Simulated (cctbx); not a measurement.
# Reading a Patterson map

Space group Pnma (no. 62), a = 6.7790 Å, b = 4.1430 Å, c = 7.9090 Å, α = 90.00°, β = 90.00°, γ = 90.00°, content W4 Sn4 P4.

The data are simulated with cctbx, not measured: Mo Kα, λ = 0.71073 Å, to d = 0.8 Å, 95 % of the full sphere, strongest reflection 5000 counts, noise from counting, a 1.5 % proportional error and a noise floor of 15 counts (s.d.); no absorption, some extinction.

Patterson synthesis, origin scaled to 1000:

```text
Patterson group P m m m
      u       v       w   height  length (A)
  0.000   0.000   0.000   1000.0     0.00
  0.310   0.500   0.118    386.6     3.10
  0.500   0.000   0.382    352.2     4.54
  0.186   0.500   0.500    347.6     4.64
  0.124   0.000   0.371    202.3     3.05
  0.192   0.500   0.256    202.1     3.18
  0.379   0.000   0.240    192.3     3.20
  0.434   0.500   0.500    120.4     5.35
  0.500   0.000   0.142    104.5     3.57
  0.071   0.500   0.369     62.1     3.61
  0.385   0.000   0.079     44.3     2.68
  0.067   0.500   0.187     34.6     2.59
  0.246   0.000   0.500     31.8     4.29
  0.238   0.000   0.295     17.2     2.84
```

**Question.** Which atom pairs make the peaks, and where is the heaviest atom?

A peak at u stands for all pairs with xi − xj = u, with weight Σ ZiZj against Σ Z² = 32804 at the origin. Peak heights follow these weights only roughly, since form factors, motion and series ripples differ, all vectors within 0.55 Å of a peak are counted as merged into it though the farther ones add only part of their weight, and F(000) is left out, which lowers the whole map:

| u | v | w | shortest length (Å) | height | 1000 ΣZiZj/ΣZ² | pairs in the cell |
| --- | --- | --- | --- | --- | --- | --- |
| 0.310 | 0.500 | 0.118 | 3.09 | 387 | 438 | 2 × W–Sn, 1 × W–W, 2 × Sn–P |
| 0.500 | 0.000 | 0.382 | 4.54 | 352 | 334 | 2 × W–W |
| 0.186 | 0.500 | 0.500 | 4.64 | 348 | 334 | 2 × W–W |
| 0.124 | 0.000 | 0.371 | 3.05 | 202 | 293 | 2 × W–Sn, 2 × W–P |
| 0.192 | 0.500 | 0.256 | 3.18 | 202 | 271 | 2 × W–Sn, 2 × Sn–P |
| 0.379 | 0.000 | 0.240 | 3.19 | 192 | 226 | 2 × W–Sn |
| 0.434 | 0.500 | 0.500 | 5.35 | 120 | 288 | 2 × Sn–Sn, 4 × W–P |
| 0.500 | 0.000 | 0.142 | 3.57 | 104 | 152 | 2 × Sn–Sn |
| 0.071 | 0.500 | 0.369 | 3.61 | 62 | 76 | 1 × Sn–Sn |

The table stops at ten peaks or at a height of 45, below which ripples compete. In the model behind the data W, the heaviest element, has 1 independent site: (0.6567, 3/4, 0.9417), up to an allowed shift of origin; the W–W vectors are differences of these positions and their symmetry mates. The whole model:

```csv
atom,mult.,x,y,z,Ueq (Å²)
W1,4,0.6567,3/4,0.9417,0.0070
Sn1,4,0.4673,1/4,0.6799,0.0107
P1,4,0.7733,3/4,0.6247,0.0146
```

The model is made up (kin elements in a known structure type, no relaxation), so it says nothing on whether the phase exists.

[Logs are printed without paths, hosts, clocks, repeated set-up lines and the standing remarks that a program may print on its own settings, such as how far it seeks lower states.]
